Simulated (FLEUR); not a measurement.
# MnS (Browneite): which magnetic order is lowest, part 2 of 2

Does MnS (Browneite) prefer parallel or opposed moments?

FLEUR MaX-R8.1; PBEsol with U = 4.9 eV, J = 0.9 eV on Mn d; all-electron FLAPW, Dirac cores, scalar-relativistic bands.

So far, largest spin moment in the muffin-tin sphere (μB): step 2 (run 1 (ferro +)) 4.73.

### 3. Order 2, typed as antiferro q=(0,1/2,1/2) +-

Reversing part of the moments tests the sign of the couplings between them.

This order needs a doubled cell of 4 atoms. The mesh is halved along the doubled vector, so that both cells sample the same points. The k list default-1 (kpts.xml, not shown) is a Γ-centred 6×3×6 mesh.

Contents of inp.xml:

```
<?xml version="1.0" encoding="UTF-8" standalone="no"?>
<fleurInput fleurInputVersion="0.39">
   <comment>
      MnS
   </comment>
   <calculationSetup>
      <cutoffs Kmax="4.26" Gmax="12.8" GmaxXC="12.8" numbands="0"/>
      <scfLoop itmax="130" minDistance="0.0001" maxIterBroyd="15" imix="Anderson" alpha="0.05" precondParam="0.0" spinf="2.0" sdNocoIR="T"/>
      <coreElectrons ctail="T" frcor="F" kcrel="0" coretail_lmax="0"/>
      <xcFunctional name="PBEs" relativisticCorrections="F"/>
      <magnetism jspins="2"/>
      <soc l_soc="F" theta="0.0" phi="0.0" spav="F"/>
      <expertModes spex="0" secvar="F"/>
      <geometryOptimization l_f="F" forcealpha="1.0" forcemix="BFGS" epsdisp="0.00001" epsforce="0.00001"/>
      <ldaU l_linMix="F" mixParam="0.05" spinf="1.0"/>
   </calculationSetup>
   <cell>
      <bzIntegration valenceElectrons="42.0" mode="hist" fermiSmearingEnergy="0.00293995">
         <kPointListSelection listName="default-1"/>
         <xi:include xmlns:xi="http://www.w3.org/2001/XInclude" href="kpts.xml"> </xi:include>
      </bzIntegration>
      <xi:include xmlns:xi="http://www.w3.org/2001/XInclude" href="sym.xml"> </xi:include>
      <bulkLattice scale="1.0">
         <bravaisMatrix>
            <row-1>    0.0000000000000000     5.2912331488799991     5.2912331488799991</row-1>
            <row-2>   10.5824662977599981     0.0000000000000000    10.5824662977599981</row-2>
            <row-3>   10.5824662977599981     5.2912331488799991     5.2912331488799991</row-3>
         </bravaisMatrix>
      </bulkLattice>
   </cell>
   <atomSpecies>
      <species name="Manganese 4.500" element="Mn" atomicNumber="25">
         <mtSphere radius="2.7" gridPoints="893" logIncrement="0.014"/>
         <atomicCutoffs lmax="10" lnonsphr="8"/>
         <electronConfig flipSpins="F">
            <coreConfig>(1s1/2) (2s1/2) (2p1/2) (2p3/2)</coreConfig>
            <valenceConfig>(3s1/2) (3p1/2) (3p3/2) (4s1/2) (3d3/2) (3d5/2)</valenceConfig>
            <stateOccupation state="(3d3/2)" spinUp="1.75" spinDown="0.25"/>
            <stateOccupation state="(3d5/2)" spinUp="3.0" spinDown="0.0"/>
         </electronConfig>
         <energyParameters s="4" p="4" d="3" f="4"/>
         <ldaU l="2" U="4.9" J="0.9" l_amf="F"/>
         <lo type="SCLO" l="0" n="3" eDeriv="0"/>
         <lo type="SCLO" l="1" n="3" eDeriv="0"/>
      </species>
      <species name="Manganese -4.500" element="Mn" atomicNumber="25">
         <mtSphere radius="2.7" gridPoints="893" logIncrement="0.014"/>
         <atomicCutoffs lmax="10" lnonsphr="8"/>
         <electronConfig flipSpins="F">
            <coreConfig>(1s1/2) (2s1/2) (2p1/2) (2p3/2)</coreConfig>
            <valenceConfig>(3s1/2) (3p1/2) (3p3/2) (4s1/2) (3d3/2) (3d5/2)</valenceConfig>
            <stateOccupation state="(3d3/2)" spinUp="0.25" spinDown="1.75"/>
            <stateOccupation state="(3d5/2)" spinUp="0.0" spinDown="3.0"/>
         </electronConfig>
         <energyParameters s="4" p="4" d="3" f="4"/>
         <ldaU l="2" U="4.9" J="0.9" l_amf="F"/>
         <lo type="SCLO" l="0" n="3" eDeriv="0"/>
         <lo type="SCLO" l="1" n="3" eDeriv="0"/>
      </species>
      <species name="Sulfur (S)" element="S" atomicNumber="16">
         <mtSphere radius="1.76" gridPoints="583" logIncrement="0.02"/>
         <atomicCutoffs lmax="6" lnonsphr="4"/>
         <electronConfig flipSpins="F">
            <coreConfig>(1s1/2) (2s1/2) (2p1/2) (2p3/2)</coreConfig>
            <valenceConfig>(3s1/2) (3p1/2) (3p3/2)</valenceConfig>
            <stateOccupation state="(3p1/2)" spinUp="0.666667" spinDown="0.666667"/>
            <stateOccupation state="(3p3/2)" spinUp="1.333333" spinDown="1.333333"/>
         </electronConfig>
         <energyParameters s="3" p="3" d="3" f="4"/>
      </species>
   </atomSpecies>
   <atomGroups>
      <atomGroup species="Manganese 4.500">
         <relPos label="                   1">.0000000000 .0000000000 .0000000000</relPos>
         <force calculate="T" relaxXYZ="TTT"/>
      </atomGroup>
      <atomGroup species="Manganese -4.500">
         <relPos label="                   2">.0000000000 1.000/2.000 .0000000000</relPos>
         <force calculate="T" relaxXYZ="TTT"/>
      </atomGroup>
      <atomGroup species="Sulfur (S)">
         <relPos label="                   3">1.000/4.000 .0000000000 1.000/4.000</relPos>
         <relPos label="                   4">1.000/4.000 1.000/2.000 1.000/4.000</relPos>
         <force calculate="T" relaxXYZ="TTT"/>
      </atomGroup>
   </atomGroups>
   <output dos="F" band="F" slice="F">
      <bandDOS minEnergy="-.5*Htr" maxEnergy="0.5*Htr" sigma="0.015" storeEVData="T"/>
      <plotting iplot="0" polar="F">
         <plot TwoD="T" vec1="  1.0  0.0  0.0" vec2="  0.0  1.0  0.0" vec3="  0.0  0.0  1.0" zero="  0.0  0.0  0.0" file="plot"/>
      </plotting>
      <moessbauerParams electricFieldGradient="F" isomerShift="F" coreHyperfine="F" valenceHyperfine="F"/>
   </output>
</fleurInput>
```

Contents of crystal.txt:

```
MnS
&input film=F cartesian=F /
0.00000000000  2.80000000000  2.80000000000
5.60000000000  0.00000000000  5.60000000000
5.60000000000  2.80000000000  2.80000000000
1.8897261246
1.0 1.0 1.0

4
25 0.00000000000  0.00000000000  0.00000000000 : 4.500
25 0.00000000000  0.50000000000  0.00000000000 : -4.500
16 0.25000000000  0.00000000000  0.25000000000
16 0.25000000000  0.50000000000  0.25000000000

&kpt div1=6 div2=3 div3=6 gamma=T /
```

The run is started by

```sh
> OMP_NUM_THREADS=1 inpgen -f crystal.txt > inpgen.log  # inp.xml is then edited as shown
> OMP_NUM_THREADS=1 mpirun -n 4 fleur_MPI > fleur.log
```

The program printed:

```text
[banner, memory and clock lines left out]
Welcome to FLEUR        (www.flapw.de)
      MaX-Release 8.1          (www.max-centre.eu)

 ========== k-point set info ==========
 Selected k-point list: default-1
 k-point list type: mesh
 0 x 0 x 0
 Number of k points: 36

 ------------Calculation Setup---------------------------
 Number of PE/node        :            4
 Number of OMP-threads    :            1
 k-points in parallel     :            4
 pe's per k-point         :            1
 No of k-point loops      :            9
 Eigenvalue solver        :       lapack
 Number of basis functions:          818
 Approximate size of matrices (H+S) per k-point:         0.020 GB
 no density matrix found ... skipping LDA+U
 Reset of history
 Iteration:     1   Distance:       8.66244484 me/bohr^3
 Iteration:     2   Distance:       8.38460491 me/bohr^3
 Iteration:     3   Distance:       7.72929707 me/bohr^3
 Iteration:     4   Distance:       4.17132249 me/bohr^3
 Iteration:     5   Distance:       2.40554827 me/bohr^3
 Iteration:     6   Distance:       1.71850336 me/bohr^3
 Iteration:     7   Distance:       0.48342366 me/bohr^3
 Iteration:     8   Distance:       0.31451571 me/bohr^3
 Iteration:     9   Distance:       0.05293811 me/bohr^3
 Iteration:    10   Distance:       0.05412246 me/bohr^3
 Iteration:    11   Distance:       0.00714466 me/bohr^3
 Iteration:    12   Distance:       0.00593238 me/bohr^3
 Iteration:    13   Distance:       0.00104309 me/bohr^3
 Iteration:    14   Distance:       0.00095736 me/bohr^3
 Iteration:    15   Distance:       0.00025948 me/bohr^3
 Iteration:    16   Distance:       0.00003418 me/bohr^3

 ********************************************************************
 Run finished successfully
 Stop message:
   all done
 ********************************************************************

--- out.xml (last complete iteration) ---
<iteration numberForCurrentRun="   16" overallNumber="   16">
         [... left out ...]
         <bandgap value="2.6551058305" units="eV"/>
         <sumValenceSingleParticleEnergies value="-30.5227319904" units="Htr"/>
         <FermiEnergy value="0.1335586341" units="Htr"/>
         <valenceDensity>
            <mtCharges spin="1">
               <mtCharge atomType="1" total="9.4287991" s="1.2484650" p="3.2951590" d="4.8439577" f="0.0292400"/>
               <mtCharge atomType="2" total="4.8211451" s="1.2010418" p="3.2288613" d="0.3457279" f="0.0320323"/>
               <mtCharge atomType="3" total="1.5407780" s="0.5498773" p="0.9812447" d="0.0089214" f="0.0006052"/>
            </mtCharges>
            <mtCharges spin="2">
               <mtCharge atomType="1" total="4.8211450" s="1.2010418" p="3.2288613" d="0.3457278" f="0.0320323"/>
               <mtCharge atomType="2" total="9.4287992" s="1.2484650" p="3.2951590" d="4.8439577" f="0.0292400"/>
               <mtCharge atomType="3" total="1.5407781" s="0.5498773" p="0.9812447" d="0.0089214" f="0.0006052"/>
            </mtCharges>
            <spinDependentCharge spin="1" total="21.0000000" interstitial="3.6684998" mtSpheres="17.3315002"/>
            <spinDependentCharge spin="2" total="21.0000000" interstitial="3.6684997" mtSpheres="17.3315003"/>
            <totalCharge value="42.0000000000"/>
         </valenceDensity>
         [... left out ...]
         <magneticMomentsInMTSpheres units="muBohr">
            <globalMagMoment atomType="1" vec="0.00000   0.00000   4.60765"/>
            <localMagMoment atomType="1" vec="0.00000   0.00000   4.60765"/>
            <globalMagMoment atomType="2" vec="0.00000   0.00000  -4.60765"/>
            <localMagMoment atomType="2" vec="0.00000   0.00000  -4.60765"/>
            <globalMagMoment atomType="3" vec="0.00000   0.00000   0.00000"/>
            <localMagMoment atomType="3" vec="0.00000   0.00000   0.00000"/>
         </magneticMomentsInMTSpheres>
         [... left out ...]
         <totalEnergy value="    -3112.2206500802" units="Htr">
            <sumOfEigenvalues value="    -1797.6353943592">
               <coreElectrons value="-1767.1126623687"/>
               <valenceElectrons value="-30.5227319904"/>
            </sumOfEigenvalues>
            <densityCoulombPotentialIntegral value="-4742.1563286321"/>
            <densityEffectivePotentialIntegral value="-4941.6632109109"/>
            <chargeDenXCDenIntegral value="-152.5103036334"/>
            <FockExchangeEnergyValence value="0.0000000000"/>
            <FockExchangeEnergyCore value="0.0000000000"/>
         [... left out ...]
            <dftUCorrection value="-0.6943678483"/>
            <tkbTimesEntropy value="0.0000000000"/>
            <freeEnergy value="-3112.2206500802"/>
            <extrapolationTo0K value="-3112.2206500802"/>
         </totalEnergy>
         [... left out ...]
         <ldaUDensityMatrixConvergence>
            <distance spin="1" distance="0.000002"/>
            <distance spin="2" distance="0.000002"/>
         </ldaUDensityMatrixConvergence>
         <densityConvergence units="me/bohr^3">
            <chargeDensity spin="1" distance="0.0000245798"/>
            <chargeDensity spin="2" distance="0.0000230444"/>
            <overallChargeDensity distance="0.0000341841"/>
            <spinDensity distance="0.0000331945"/>
         </densityConvergence>
      </iteration>
```

The job ended after 2.6 min (4 MPI ranks of Intel Xeon 6975P-C (Granite Rapids), shared host; peak memory 0.62 GiB; 11 min of CPU time).

Spin moment in the muffin-tin sphere by atom:

| atom | spin moment in the muffin-tin sphere (μB) |
| --- | --- |
| Mn1 | 4.61 |
| Mn2 | -4.61 |
| S3 | 0.00 |
| S4 | 0.00 |

Read from the output:

```yaml
free_energy: -84687.8382 eV
program_s_band_gap_on_this_mesh_in_a_metal_only_a_level_spacing: 2.655 eV
magnetization: 0 μB
final_state: antiferromagnetic
```

It lies 95.8 meV a seeded atom under the first start, and its largest moment is 4.61 μB against 4.73 μB.

### 4. Order 3, typed as antiferro q=(0,0,1/2) +-

An opposed order shows whether neighbours prefer unlike signs.

The cell is doubled to 4 atoms to hold this order. The mesh is halved along the doubled vector, so that both cells sample the same points. The k list default-1 (kpts.xml, not shown) is a Γ-centred 6×6×3 mesh.

inp.xml: that of step 3 with these lines changed.

```diff
@@ -25,4 +25,4 @@
             <row-1>    0.0000000000000000     5.2912331488799991     5.2912331488799991</row-1>
-            <row-2>   10.5824662977599981     0.0000000000000000    10.5824662977599981</row-2>
-            <row-3>   10.5824662977599981     5.2912331488799991     5.2912331488799991</row-3>
+            <row-2>    5.2912331488799991     0.0000000000000000     5.2912331488799991</row-2>
+            <row-3>   10.5824662977599981    10.5824662977599981     0.0000000000000000</row-3>
          </bravaisMatrix>
@@ -77,3 +77,3 @@
       <atomGroup species="Manganese -4.500">
-         <relPos label="                   2">.0000000000 1.000/2.000 .0000000000</relPos>
+         <relPos label="                   2">.0000000000 .0000000000 1.000/2.000</relPos>
          <force calculate="T" relaxXYZ="TTT"/>
@@ -81,4 +81,7 @@
       <atomGroup species="Sulfur (S)">
-         <relPos label="                   3">1.000/4.000 .0000000000 1.000/4.000</relPos>
-         <relPos label="                   4">1.000/4.000 1.000/2.000 1.000/4.000</relPos>
+         <relPos label="                   3">1.000/4.000 1.000/4.000 1.000/8.000</relPos>
+         <force calculate="T" relaxXYZ="TTT"/>
+      </atomGroup>
+      <atomGroup species="Sulfur (S)">
+         <relPos label="                   4">1.000/4.000 1.000/4.000 -3.000/8.000</relPos>
          <force calculate="T" relaxXYZ="TTT"/>
```

Contents of crystal.txt:

```
MnS
&input film=F cartesian=F /
0.00000000000  2.80000000000  2.80000000000
2.80000000000  0.00000000000  2.80000000000
5.60000000000  5.60000000000  0.00000000000
1.8897261246
1.0 1.0 1.0

4
25 0.00000000000  0.00000000000  0.00000000000 : 4.500
25 0.00000000000  0.00000000000  0.50000000000 : -4.500
16 0.25000000000  0.25000000000  0.12500000000
16 0.25000000000  0.25000000000  0.62500000000

&kpt div1=6 div2=6 div3=3 gamma=T /
```

The program printed:

```text
[banner, memory and clock lines left out]
Welcome to FLEUR        (www.flapw.de)
      MaX-Release 8.1          (www.max-centre.eu)

 ========== k-point set info ==========
 Selected k-point list: default-1
 k-point list type: mesh
 0 x 0 x 0
 Number of k points: 36

 [... set-up left out ...]
 no density matrix found ... skipping LDA+U
 Reset of history
 Iteration:     1   Distance:       8.69319380 me/bohr^3
 Iteration:     2   Distance:       8.39682086 me/bohr^3
 Iteration:     3   Distance:       7.73959766 me/bohr^3
 Iteration:     4   Distance:       4.14533825 me/bohr^3
[...]
[... left out ...]
            <freeEnergy value="-3112.2190690382"/>
            <extrapolationTo0K value="-3112.2190690382"/>
         </totalEnergy>
         [... left out ...]
         <ldaUDensityMatrixConvergence>
            <distance spin="1" distance="0.000002"/>
            <distance spin="2" distance="0.000003"/>
         </ldaUDensityMatrixConvergence>
         <densityConvergence units="me/bohr^3">
            <chargeDensity spin="1" distance="0.0000417230"/>
            <chargeDensity spin="2" distance="0.0000461445"/>
            <overallChargeDensity distance="0.0000608248"/>
            <spinDensity distance="0.0000635657"/>
         </densityConvergence>
      </iteration>
```

Elapsed: 2.8 min, on 4 MPI ranks; peak memory 0.7 GiB.

Spin moment in the muffin-tin sphere by atom:

| atom | spin moment in the muffin-tin sphere (μB) |
| --- | --- |
| Mn1 | 4.64 |
| Mn2 | -4.64 |
| S3 | 0.02 |
| S4 | -0.02 |

This step gave:

```
free energy                                                       : -84687.7952 eV
program's band gap on this mesh (in a metal only a level spacing) : 2.166 eV
magnetization                                                     : 0 μB
final state                                                       : antiferromagnetic
```

It lies 74.2 meV a seeded atom under the first start, and its largest moment is 4.64 μB against 4.73 μB.

### 5. Ranking

Free energies are divided by the number of seeded atoms, so that cells of unlike size compare. Wavevectors q in the names are fractions of the primitive cell's reciprocal vectors.

Orders:

| start | final state | typed order kept | energy over the lowest (meV a seeded atom) | largest sphere moment (μB) | net moment (μB a primitive cell) | mesh matched | CPU time (s) |
| --- | --- | --- | --- | --- | --- | --- | --- |
| ferro + | ferromagnetic | yes | 95.76 | 4.725 | 5 | yes | 77.12 |
| antiferro q=(0,1/2,1/2) +- | antiferromagnetic | yes | 0 | 4.608 | 0 | yes | 630.5 |
| antiferro q=(0,0,1/2) +- | antiferromagnetic | yes | 21.51 | 4.635 | 0 | yes | 677.5 |

### 6. Summary of results

```
lowest state found       : antiferromagnetic (typed antiferro q=(0,1/2,1/2) +-)
largest site spin moment : 4.61 μB
next finished state      : antiferromagnetic, 21.5 meV a seeded atom higher
```

The lowest state found is antiferromagnetic, reached from the start antiferro q=(0,1/2,1/2) +-, with moments up to 4.61 μB. The next finished state costs 22 meV a seeded atom. This is the lowest of 3 finished starts, no proof of the ground state.

[Logs and program files are shortened in this print: banners, set-up blocks, solver, clock and traceback lines can be left out without a mark of their own.]

[Logs are printed without paths, hosts, clocks, repeated set-up lines and the standing remarks that a program may print on its own settings, such as how far it seeks lower states.]

[Hosts, paths, dates, database ids (printed as entryN), source tags and the programs' standing remarks are cut or masked in the printed files.]

[Where a cell is said to come from a database of computed structures, the database is the Materials Project.]
